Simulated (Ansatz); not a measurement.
## La on Ir(110): change of the work function

Wanted: Δφ(θ) for La/Ir(110), starting from the longbridge site.

Calculated with Ansatz 0.2.0; plane-wave DFT, PBE, Ansatz PAW.

Report form: the programs' logs are mostly left out.

### 1. Starting point

The cell holds 5 atoms: 5 Ir. Its edges and angles: a = 3.840 Å, b = 2.715 Å, c = 23.431 Å, α = 90.0°, β = 90.0°, γ = 90.0°. Vacuum lies along c.

Coordinates:

```cif
data_structure
_symmetry_space_group_name_H-M 'P 1'
_symmetry_Int_Tables_number 1
_cell_length_a 3.8400
_cell_length_b 2.7153
_cell_length_c 23.4306
_cell_angle_alpha 90.000
_cell_angle_beta 90.000
_cell_angle_gamma 90.000
_cell_volume 244.30
loop_
_atom_site_label
_atom_site_type_symbol
_atom_site_fract_x
_atom_site_fract_y
_atom_site_fract_z
_atom_site_occupancy
Ir1 Ir 0.00000 0.00000 0.38411 1
Ir2 Ir 0.50000 0.50000 0.44206 1
Ir3 Ir 0.00000 0.00000 0.50000 1
Ir4 Ir 0.50000 0.50000 0.55794 1
Ir5 Ir 0.00000 0.00000 0.61589 1
```

### 2. The clean slab

The bare slab comes first, as the zero from which every change is counted. The two lowest layers are held at bulk places and the upper ones relax. The dipole correction removes the false field that a one-sided slab makes across the periodic vacuum, so each face gets a flat vacuum level of its own.

Input file input.yaml:

```yaml
crystal:
  lattice:
    - [3.84, 0.0, 0.0]
    - [0.0, 2.7152900398, 0.0]
    - [0.0, 0.0, 23.4305800795]
  atoms:
    - { symbol: Ir, position: [0.0, 0.0, 0.3841134095] }
    - { symbol: Ir, position: [0.5, 0.5, 0.4420567047] }
    - { symbol: Ir, position: [0.0, 0.0, 0.5] }
    - { symbol: Ir, position: [0.5, 0.5, 0.5579432953] }
    - { symbol: Ir, position: [0.0, 0.0, 0.6158865905] }
kpoints:
  mp_grid: { grid: [8, 11, 1] }
hamiltonian:
  xc: pbe
scf:
  occupations: { method: fermi_dirac, width: 0.1 }
  convergence: { dr2_threshold: 1.0e-08 }
efield:
  axis: 3
  dipole_correction: true
  ramp_position: 0.97
  ramp_width: 0.06
relax:
  f_tol: 0.02
  max_steps: 60
  constraints: [{ sites: [0, 1] }]
output:
  write_potential: true
  write_density: true
  volumetric_format: npy
```

Command:

```
> ansatz run input.yaml --threads 4 --pin off --max-ram 12288MiB --backend cpu --events-out ev --progress --plain --runs-dir out
```

It took 62 s on 4 threads of Intel Xeon Platinum 8175M at 2.50GHz (Skylake/Cascade Lake), shared host; peak memory 0.77 GiB.

Step by step:

```tsv
step	energy less that of the first step (eV)	largest force component (eV/Å)
1	0.0000	1.4429
2	-0.0725	1.3983
3	-0.1391	0.3506
4	-0.1433	0.0664
5	-0.1435	0.0291
6	-0.1437	0.0011
```

Forces are held to the 4 operations that the run works with; a distortion that breaks them can't arise in this run.

The atoms that moved most (Å):

```tsv
atom	dx	dy	dz	length
Ir5	0.000	0.000	-0.123	0.123
Ir4	0.000	0.000	0.089	0.089
Ir3	0.000	0.000	-0.057	0.057
```

Final coordinates:

```cif
data_structure
_symmetry_space_group_name_H-M 'P 1'
_symmetry_Int_Tables_number 1
_cell_length_a 3.8400
_cell_length_b 2.7153
_cell_length_c 23.4306
_cell_angle_alpha 90.000
_cell_angle_beta 90.000
_cell_angle_gamma 90.000
_cell_volume 244.30
loop_
_atom_site_label
_atom_site_type_symbol
_atom_site_fract_x
_atom_site_fract_y
_atom_site_fract_z
_atom_site_occupancy
Ir1 Ir 0.00000 0.00000 0.38411 1
Ir2 Ir 0.50000 0.50000 0.44206 1
Ir3 Ir 0.00000 0.00000 0.49756 1
Ir4 Ir 0.50000 0.50000 0.56176 1
Ir5 Ir 0.00000 0.00000 0.61064 1
```

Numbers from this step:

| Property | Result |
| --- | --- |
| energy at zero smearing | -59672.6845 eV |
| work function, upper face | 4.928 eV |
| work function, lower face | 4.856 eV |
| dipole along the normal | -0.004138 e·Å |
| step between the vacuum levels | 0.07181 eV |

Running mean over 1.358 Å of the planar mean; the ramp of the sawtooth is left out. Table of electron's electrostatic potential energy less the Fermi level by z:

z (Å), electron's electrostatic potential energy less the Fermi level (eV) and a bar from the least value:
```
        3        4.9 ##############################
        4        4.9 ##############################
        5        4.9 ##############################
        6        4.8 ##############################
        7        4.5 #############################
        8       -0.4 ######################
        9      -11.1 ######
       10      -13.3 ##
       11      -14.1 #
       12      -12.2 ####
       13      -13.4 ##
       14      -14.9 
       15       -4.4 ################
       16        4.1 #############################
       17        4.9 ##############################
       18        4.9 ##############################
       19        4.9 ##############################
       20        4.9 ##############################
```

The relaxation took 6 steps and lowered the energy by 0.14 eV; the largest force on the free atoms ends at 0.0011 eV/Å.

The work function of the upper face is 4.93 eV.

### 3. The covered slab, coverage 0.25 ML

System of this step: La/Ir(110). The cell holds 21 atoms: 20 Ir and 1 La. Cell: a = 7.680 Å, b = 5.431 Å, c = 26.416 Å, α = 90.0°, β = 90.0°, γ = 90.0°. Vacuum lies along c.

The clean slab as it ended is repeated in the plane and the adsorbate is set on one face; the cell's size fixes the coverage, and the k-mesh shrinks with it to keep the sampling density about even. Adsorbate and upper layers relax, since the dipole depends on the height.

Input file input.yaml:

```yaml
crystal:
  lattice:
    - [7.68, 0.0, 0.0]
    - [0.0, 5.4305800796, 0.0]
    - [0.0, 0.0, 26.4164751891]
  atoms:
    - { symbol: Ir, position: [0.0, 0.0, 0.3406964758] }
    - { symbol: Ir, position: [0.25, 0.25, 0.3920903506] }
    - { symbol: Ir, position: [0.0, 0.0, 0.4413184777] }
    - { symbol: Ir, position: [0.25, 0.25, 0.4982629319] }
    - { symbol: Ir, position: [0.0, 0.0, 0.5416152592] }
    - { symbol: Ir, position: [0.0, 0.5, 0.3406964758] }
    - { symbol: Ir, position: [0.25, 0.75, 0.3920903506] }
    - { symbol: Ir, position: [0.0, 0.5, 0.4413184777] }
    - { symbol: Ir, position: [0.25, 0.75, 0.4982629319] }
    - { symbol: Ir, position: [0.0, 0.5, 0.5416152592] }
    - { symbol: Ir, position: [0.5, 0.0, 0.3406964758] }
    - { symbol: Ir, position: [0.75, 0.25, 0.3920903506] }
    - { symbol: Ir, position: [0.5, 0.0, 0.4413184777] }
    - { symbol: Ir, position: [0.75, 0.25, 0.4982629319] }
    - { symbol: Ir, position: [0.5, 0.0, 0.5416152592] }
    - { symbol: Ir, position: [0.5, 0.5, 0.3406964758] }
    - { symbol: Ir, position: [0.75, 0.75, 0.3920903506] }
    - { symbol: Ir, position: [0.5, 0.5, 0.4413184777] }
    - { symbol: Ir, position: [0.75, 0.75, 0.4982629319] }
    - { symbol: Ir, position: [0.5, 0.5, 0.5416152592] }
    - { symbol: La, position: [0.25, 0.0, 0.6593035242] }
kpoints:
  mp_grid: { grid: [4, 6, 1] }
hamiltonian:
  xc: pbe
scf:
  occupations: { method: fermi_dirac, width: 0.1 }
  convergence: { dr2_threshold: 1.0e-08 }
efield:
  axis: 3
  dipole_correction: true
  ramp_position: 0.97
  ramp_width: 0.06
relax:
  f_tol: 0.02
  max_steps: 60
  constraints: [{ sites: [0, 1, 5, 6, 10, 11, 15, 16] }]
output:
  bader: true
  dos: { projected: true, e_range: [-8, 4] }
  write_potential: true
  write_density: true
  volumetric_format: npy
  elf: true
```

It took 20 min on 4 threads; peak memory 5.8 GiB.

Step by step:

```tsv
step	energy less that of the first step (eV)	largest force component (eV/Å)
1	0.0000	2.8892
2	-0.7850	3.2732
3	-1.5085	3.4723
4	-2.1959	3.3330
5	-2.8205	2.8014
6	-3.2872	1.6624
7	-3.5506	0.5272
8	-3.5961	0.1890
9	-3.6001	0.0359
10	-3.6006	0.0080
```

Forces are held to the 4 operations that the run works with; a distortion that breaks them can't arise in this run.

The atoms that moved most (Å):

```tsv
atom	dx	dy	dz	length
La21	0.000	0.000	-1.286	1.286
Ir15	0.093	0.000	0.026	0.097
Ir5	-0.093	0.000	0.026	0.097
Ir20	0.025	0.000	0.071	0.075
Ir10	-0.025	0.000	0.071	0.075
Ir4	0.000	0.000	0.070	0.070
Ir9	0.000	0.000	0.070	0.070
Ir19	0.000	-0.040	-0.057	0.070
```

The relaxed structure:

```xyz
21
Lattice="7.6800 0.0000 0.0000 0.0000 5.4306 0.0000 0.0000 0.0000 26.4165" Properties=species:S:1:pos:R:3
Ir    0.0000    0.0000    9.0000
Ir    1.9200    1.3576   10.3576
Ir    0.0132    0.0000   11.6491
Ir    1.9200    1.3577   13.2322
Ir   -0.0934    0.0000   14.3338
Ir    0.0000    2.7153    9.0000
Ir    1.9200    4.0729   10.3576
Ir    0.0321    2.7153   11.6660
Ir    1.9200    4.0729   13.2322
Ir   -0.0250    2.7153   14.3785
Ir    3.8400    0.0000    9.0000
Ir    5.7600    1.3576   10.3576
Ir    3.8268    0.0000   11.6491
Ir    5.7600    1.3975   13.1053
Ir    3.9334    0.0000   14.3338
Ir    3.8400    2.7153    9.0000
Ir    5.7600    4.0729   10.3576
Ir    3.8079    2.7153   11.6660
Ir    5.7600    4.0331   13.1053
Ir    3.8650    2.7153   14.3785
La    1.9200    0.0000   16.1302
```

This step gave:

| Property | Result |
| --- | --- |
| energy at zero smearing | -244943.9488 eV |
| work function, upper face | 2.458 eV |
| work function, lower face | 5.006 eV |
| dipole along the normal | 0.5871 e·Å |
| step between the vacuum levels | -2.547 eV |

Running mean over 1.358 Å of the planar mean; the ramp of the sawtooth is left out. Electron's electrostatic potential energy less the Fermi level against z:

```tsv
z (Å)	electron's electrostatic potential energy less the Fermi level (eV)
3.5	5.01
4.0	5.01
4.5	5.00
5.0	5.00
5.5	5.00
6.0	4.98
6.5	4.90
7.0	4.61
7.5	3.51
8.0	-0.364
8.5	-6.53
9.0	-11.2
9.5	-12.7
10.0	-13.3
10.5	-13.9
11.0	-14.1
11.5	-13.5
12.0	-12.1
12.5	-11.7
13.0	-13.0
13.5	-14.9
14.0	-14.6
14.5	-11.6
15.0	-6.40
15.5	-2.08
16.0	-0.686
16.5	-0.198
17.0	0.765
17.5	1.77
18.0	2.23
18.5	2.37
19.0	2.42
19.5	2.44
20.0	2.45
20.5	2.46
21.0	2.46
21.5	2.46
22.0	2.46
22.5	2.46
23.0	2.46
```

The density of states has structure finer than the step of the table below, so its rows give means over 0.25 eV, whole bins alone (the curve runs from -8 to 1.98 eV). Peaks (eV: height): -4.900: 35.4, -4.660: 43.0, -4.600: 35.0, -3.370: 36.2, -3.040: 43.8, -0.030: 40.6, 0.420: 39.2.

The density of states by energy, zero at the Fermi level; means over each step:

```tsv
energy (eV)	density of states (states/eV a cell)
-7.75	5.30
-7.50	7.51
-7.25	8.43
-7.00	18.0
-6.75	12.9
-6.50	18.4
-6.25	21.2
-6.00	23.5
-5.75	18.7
-5.50	21.6
-5.25	17.0
-5.00	20.1
-4.75	30.8
-4.50	25.1
-4.25	22.7
-4.00	24.3
-3.75	24.0
-3.50	29.3
-3.25	31.9
-3.00	36.8
-2.75	29.4
-2.50	23.1
-2.25	21.5
-2.00	23.9
-1.75	27.3
-1.50	27.8
-1.25	27.5
-1.00	24.8
-0.75	26.0
-0.50	26.7
-0.25	25.2
0.00	29.5
0.25	26.8
0.50	30.9
0.75	24.9
1.00	25.3
1.25	14.3
1.50	16.4
1.75	13.1
```

Projected DOS per atom over height of the atomic layer and energy from the Fermi level. Layers: Ir4 Ir4 Ir4 Ir4 Ir4 La from below.

Ten even steps from '0' (0.1 states/eV) to '9' (10.0 states/eV), each cell a mean:
```
000009
000002
111100
111110
110110
110111
101010
111110
100010
100010
111110
111110
111110
110110
111110
000010
010100
011100
001100
001000
000000
000000
```
Columns: height of the atomic layer (Å) from 9 to 16.1 (not evenly spaced); rows upwards: energy from the Fermi level (eV) from -7.96 to 1.95.

ELF in the ca plane at fractional y = 0.000, with atoms of Ir and La within 0.2 Å of it. It is the smooth field of the valence electrons, not physical close to the nuclei.

Ten even steps from '0' (0.00) to '9' (0.85), each cell a mean:
```
11367675334767533476674332110000000000000000
11246763333576333367763222110000000000000000
11233333333333333334432221100000000000000000
01122233333322333333222110000000000000000000
00111223343212233333221100000000000000000000
00111223343212233333221100000000000000000000
01122233333322333333222110000000000000000000
11233433333333333234432221100000000000000000
11257763333676333367763232110000000000000000
11367675434767533475674332110000000000000000
11366575435747633476674431100000000000000000
11357774334777433357765422211100000000000000
11235543333454333334444567653110000000000000
01222333333332333333335889984200000000000000
00112233333222233333237835996200000000000000
00111223343211234332138601896200000000000000
01112233333222233333237845996200000000000000
01222333333332333333335889984200000000000000
11235543333455333334444566652110000000000000
11367774334777433367765422211100000000000000
11366475435747634475674431100000000000000000
```
Columns run along c (16.0 Å, from fractional 0.27 to 0.88 of the cell), rows up along a (7.7 Å). Atoms in or near the plane, at fractional coordinates: Ir at (0.34, 0.00), Ir at (0.44, 0.00), Ir at (0.54, 0.99), Ir at (0.34, 0.50), Ir at (0.44, 0.50), Ir at (0.54, 0.51), La at (0.61, 0.25).

Valence density in the ca plane at fractional y = 0.000, with atoms of Ir and La within 0.2 Å of it. It is the smooth field of the valence electrons, not physical close to the nuclei.

Values in e/Å³, 11 rows by 16 columns, each cell a mean:
```
0.1 4.0 3.3 0.9 5.3 1.3 2.6 5.7 0.4 0.0 0.0 0.0 0.0 0.0 0.0 0.0
0.0 0.4 0.5 0.4 0.6 0.3 0.5 0.7 0.1 0.0 0.0 0.0 0.0 0.0 0.0 0.0
0.0 0.1 0.3 0.4 0.2 0.3 0.3 0.1 0.0 0.0 0.0 0.0 0.0 0.0 0.0 0.0
0.0 0.2 0.4 0.4 0.4 0.3 0.4 0.4 0.1 0.0 0.0 0.0 0.0 0.0 0.0 0.0
0.1 2.9 2.4 0.7 3.9 1.0 2.0 4.4 0.3 0.0 0.0 0.0 0.0 0.0 0.0 0.0
0.2 5.7 4.7 1.2 7.7 1.9 3.1 6.6 0.6 0.1 0.0 0.0 0.0 0.0 0.0 0.0
0.1 1.6 1.4 0.5 2.4 0.6 0.8 1.5 0.6 0.4 0.0 0.0 0.0 0.0 0.0 0.0
0.0 0.1 0.3 0.4 0.3 0.3 0.4 0.3 1.3 1.4 0.2 0.0 0.0 0.0 0.0 0.0
0.0 0.1 0.3 0.4 0.2 0.3 0.4 0.3 1.4 1.4 0.2 0.0 0.0 0.0 0.0 0.0
0.1 0.9 0.9 0.4 1.4 0.5 0.5 0.9 0.7 0.6 0.1 0.0 0.0 0.0 0.0 0.0
0.2 5.2 4.3 1.1 7.1 1.8 2.6 5.7 0.5 0.1 0.0 0.0 0.0 0.0 0.0 0.0
```
Columns run along c (16.0 Å, from fractional 0.27 to 0.88 of the cell), rows up along a (7.7 Å). Atoms in or near the plane, at fractional coordinates: Ir at (0.34, 0.00), Ir at (0.44, 0.00), Ir at (0.54, 0.99), Ir at (0.34, 0.50), Ir at (0.44, 0.50), Ir at (0.54, 0.51), La at (0.61, 0.25).

Electrostatic potential energy in the ca plane at fractional y = 0.000, with atoms of Ir and La within 0.2 Å of it. With pseudopotentials it is smooth inside the atoms' cores, unlike the true potential.

Ten even steps from '0' (-62 eV) to '9' (9 eV), each cell a mean:
```
99730015884000488610026999999999999999999999
99863247987423689741248999999999999999999999
99987789998878899976689999999999999999999999
99999999999999999999999999999999999999999999
99999999999999999999999999999999999999999999
99999999999999999999999999999999999999999999
99999999999999999999999999999999999999999999
99987789998877899876689999999999999999999999
99863247987423689741148999999999999999999999
99730005884000488610026999999999999999999999
99720004884000378610026999999999999999999999
99841026885101589741248999999999999999999999
99975568998645799976678877889999999999999999
99998899999888999999987533578999999999999999
99999999999999999999985343368999999999999999
99999999989999999999984375268999999999999999
99999999999999999999985343368999999999999999
99998899999888999999887534578999999999999999
99975568998645799976678877889999999999999999
99841026885101589741148999999999999999999999
99720004884000378610026999999999999999999999
```
Columns run along c (16.0 Å, from fractional 0.27 to 0.88 of the cell; values clipped at the 3rd and 97th percentile), rows up along a (7.7 Å). Atoms in or near the plane, at fractional coordinates: Ir at (0.34, 0.00), Ir at (0.44, 0.00), Ir at (0.54, 0.99), Ir at (0.34, 0.50), Ir at (0.44, 0.50), Ir at (0.54, 0.51), La at (0.61, 0.25).

The relaxation took 10 steps and lowered the energy by 3.6 eV; the largest force on the free atoms ends at 0.0080 eV/Å.

By hand: a sheet of dipoles makes a step −p/(ε₀A) in the electron's potential. With e/ε₀ = 180.95 V·Å, p = 0.5871 e·Å and A = 41.71 Å², that is −180.95 × (0.5871) / 41.71 = -2.547 eV, and the two vacuum levels of the run differ by -2.547 eV.

The covered face has 2.46 eV, -2.47 eV against the clean one; the bare back face has moved by +0.15 eV, a measure of how thin the slab is.

### 4. Adsorbate added, coverage 0.5 ML

System of this step: La/Ir(110). The cell holds 22 atoms: 20 Ir and 2 La. Cell: a = 7.680 Å, b = 5.431 Å, c = 26.416 Å, α = 90.0°, β = 90.0°, γ = 90.0°. Vacuum lies along c.

Another coverage, to see how the dipoles act on each other as their distance changes.

input.yaml, as its differences from that of step 3:

```diff
@@ -27,2 +27,3 @@
     - { symbol: La, position: [0.25, 0.0, 0.6593035242] }
+    - { symbol: La, position: [0.75, 0.5, 0.6593035242] }
 kpoints:
@@ -49,2 +50 @@
   volumetric_format: npy
-  elf: true
```

Elapsed: 22 min, on 4 threads; peak memory 6 GiB.

The steps of the relaxation:

```tsv
step	energy less that of the first step (eV)	largest force component (eV/Å)
1	0.0000	2.2959
2	-1.3773	2.7121
3	-2.6543	2.9397
4	-3.8562	2.7638
5	-4.8392	2.3085
6	-5.5590	1.1743
7	-5.8622	0.1836
8	-5.8752	0.1218
9	-5.8777	0.0751
10	-5.8790	0.0024
```

Forces are held to the 8 operations that the run works with; a distortion that breaks them can't arise in this run.

The atoms that moved most (Å):

```tsv
atom	dx	dy	dz	length
La21	0.000	0.000	-1.224	1.224
La22	0.000	0.000	-1.224	1.224
Ir15	0.074	0.000	0.087	0.115
Ir5	-0.074	0.000	0.087	0.115
Ir10	0.074	0.000	0.087	0.115
Ir20	-0.074	0.000	0.087	0.115
Ir9	0.000	0.042	-0.011	0.044
Ir14	0.000	0.042	-0.011	0.044
```

The relaxed structure:

```cif
data_structure
_symmetry_space_group_name_H-M 'P 1'
_symmetry_Int_Tables_number 1
_cell_length_a 7.6800
_cell_length_b 5.4306
_cell_length_c 26.4165
_cell_angle_alpha 90.000
_cell_angle_beta 90.000
_cell_angle_gamma 90.000
_cell_volume 1101.75
loop_
_atom_site_label
_atom_site_type_symbol
_atom_site_fract_x
_atom_site_fract_y
_atom_site_fract_z
_atom_site_occupancy
Ir1 Ir 0.00000 0.00000 0.34070 1
Ir2 Ir 0.25000 0.25000 0.39209 1
Ir3 Ir 0.99747 0.00000 0.44162 1
Ir4 Ir 0.25000 0.24220 0.49786 1
Ir5 Ir 0.99032 0.00000 0.54492 1
Ir6 Ir 0.00000 0.50000 0.34070 1
Ir7 Ir 0.25000 0.75000 0.39209 1
Ir8 Ir 0.00253 0.50000 0.44162 1
Ir9 Ir 0.25000 0.75780 0.49786 1
Ir10 Ir 0.00968 0.50000 0.54492 1
Ir11 Ir 0.50000 0.00000 0.34070 1
Ir12 Ir 0.75000 0.25000 0.39209 1
Ir13 Ir 0.50253 0.00000 0.44162 1
Ir14 Ir 0.75000 0.25780 0.49786 1
Ir15 Ir 0.50968 0.00000 0.54492 1
Ir16 Ir 0.50000 0.50000 0.34070 1
Ir17 Ir 0.75000 0.75000 0.39209 1
Ir18 Ir 0.49747 0.50000 0.44162 1
Ir19 Ir 0.75000 0.74220 0.49786 1
Ir20 Ir 0.49032 0.50000 0.54492 1
La21 La 0.25000 0.00000 0.61297 1
La22 La 0.75000 0.50000 0.61297 1
```

This step gave:

| Quantity | Value |
| --- | --- |
| energy at zero smearing | -251196.9051 eV |
| work function, upper face | 2.135 eV |
| work function, lower face | 5.051 eV |
| dipole along the normal | 0.6721 e·Å |
| step between the vacuum levels | -2.916 eV |

Running mean over 1.358 Å of the planar mean; the ramp of the sawtooth is left out. Electron's electrostatic potential energy less the Fermi level against z:

```tsv
z (Å)	electron's electrostatic potential energy less the Fermi level (eV)
4	5.05
5	5.05
6	5.02
7	4.66
8	-0.340
9	-11.2
10	-13.3
11	-14.0
12	-12.3
13	-13.0
14	-14.2
15	-8.02
16	-5.00
17	-2.58
18	1.19
19	1.94
20	2.09
21	2.13
22	2.13
23	2.13
```

The density of states has structure finer than the step of the table below, so its rows give means over 0.25 eV, whole bins alone (the curve runs from -8 to 1.98 eV). Peaks (eV: height): -4.630: 43.5, -3.130: 45.6, -2.980: 63.3, -2.680: 64.6, -1.920: 40.4, -0.900: 40.4, 0.300: 43.5.

Density of states against energy, zero at the Fermi level; means over each step:

energy (eV), density of states (states/eV a cell) and a bar from the least value:
```
    -7.75        4.9 
    -7.50        7.6 ###
    -7.25        7.3 ##
    -7.00       18.7 #############
    -6.75       13.0 ########
    -6.50       19.0 ##############
    -6.25       20.2 ###############
    -6.00       23.1 #################
    -5.75       19.6 ##############
    -5.50       22.8 #################
    -5.25       17.3 ############
    -5.00       19.5 ##############
    -4.75       28.8 #######################
    -4.50       27.3 ######################
    -4.25       21.3 ################
    -4.00       25.2 ####################
    -3.75       24.3 ###################
    -3.50       30.6 #########################
    -3.25       33.8 ############################
    -3.00       36.1 ##############################
    -2.75       31.0 #########################
    -2.50       23.6 ##################
    -2.25       20.7 ###############
    -2.00       26.6 #####################
    -1.75       28.1 ######################
    -1.50       25.8 ####################
    -1.25       28.3 ######################
    -1.00       26.8 #####################
    -0.75       27.9 ######################
    -0.50       28.5 #######################
    -0.25       25.0 ###################
     0.00       27.4 ######################
     0.25       33.0 ###########################
     0.50       25.2 ###################
     0.75       29.6 ########################
     1.00       24.7 ###################
     1.25       18.1 #############
     1.50       15.1 ##########
     1.75       25.3 ####################
```

Projected DOS per atom over height of the atomic layer and energy from the Fermi level. Layers: Ir4 Ir4 Ir4 Ir4 Ir4 La2 from below.

Ten even steps from '_' (0.1 states/eV) to '@' (7.4 states/eV), each cell a mean:
```
__________@@
__________::
........__..
::..........
::..........
::..........
............
::........__
::........__
....__....__
::......::__
::::::..::__
..........__
..........__
..::......__
__..__....__
__........__
__......____
__..::..____
__......____
____________
____________
```
Columns: height of the atomic layer (Å) from 9 to 16.2 (not evenly spaced); rows upwards: energy from the Fermi level (eV) from -7.96 to 1.95.

The relaxation took 10 steps and lowered the energy by 5.9 eV; the largest force on the free atoms ends at 0.0024 eV/Å.

The covered face has 2.13 eV, -2.79 eV against the clean one; the bare back face has moved by +0.19 eV, a measure of how thin the slab is.

(Continued in part 2 of 2.)

[Logs are printed without paths, hosts, clocks, repeated set-up lines and the standing remarks that a program may print on its own settings, such as how far it seeks lower states.]

[Hosts, paths, dates, database ids (printed as entryN), source tags and the programs' standing remarks are cut or masked in the printed files.]

[Maps of the electrostatic potential energy from Ansatz leave out the sawtooth potential of an applied field or a dipole correction, so their vacuum need not be flat; planar profiles and work functions include it.]

[The density of states shown here was stored with 400 of the rows of the run's finer table, so its peaks can read low, often by over a quarter, or be missed, and its means over a window can be off by a tenth or more.]
